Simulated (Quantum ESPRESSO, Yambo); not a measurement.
An input for Yambo 5.3.0 (SnGeH2 (chair-type functionalised monolayer)):

```
HF_and_locXC
gw0
dyson
ppa
em1d
rim_cut
rim_w
RandQpts= 3000000
RandGvec= 100 RL
CUTGeo= "slab z"
RandGvecW= 9 RL
EXXRLvcs= 116 Ry
VXCRLvcs= 464 Ry
Chimod= "HARTREE"
% BndsRnXp
 1 | 103 |
%
NGsBlkXp= 5.5 Ry
% LongDrXp
 1 | 1 | 0 |
%
% GbndRnge
 1 | 103 |
%
DysSolver= "n"
ExtendOut
PPAPntXp= 27.21138 eV
% QPkrange
 1 | 7 | 21 | 24 |
%
```

```sh
OMP_NUM_THREADS=1 mpirun -n 4 yambo -F gw1.in -J gw1 -C gw1 > gw1.log
```

The stored states that it reads are on a 6×6×1 mesh. The cell holds 4 atoms: 1 Ge, 1 Sn and 2 H. Cell: a = 4.399 Å, b = 4.399 Å, c = 17.000 Å, α = 90.0°, β = 90.0°, γ = 120.0°. Vacuum lies along c.

Q: How long will it take on 4 MPI ranks of Arm Neoverse V1, shared host, and how much memory?

It took 13 min; on shared hardware allow 6.5 min to 26 min. Peak host memory was 6.1 GiB.

The screening grows as filled bands × empty bands × pairs of k points, times the square of the screening basis for the matrix.

[Paths, hosts, dates, memory and timing lines, banners, echoed tables and standing remarks are left out of the program output.]

[Logs are printed without paths, hosts, clocks, repeated set-up lines and the standing remarks that a program may print on its own settings, such as how far it seeks lower states.]

[Runs of the session that timed out or met a known fault of the program may be left out.]

[Hosts, paths, dates, database ids (printed as entryN), source tags and the programs' standing remarks are cut or masked in the printed files.]
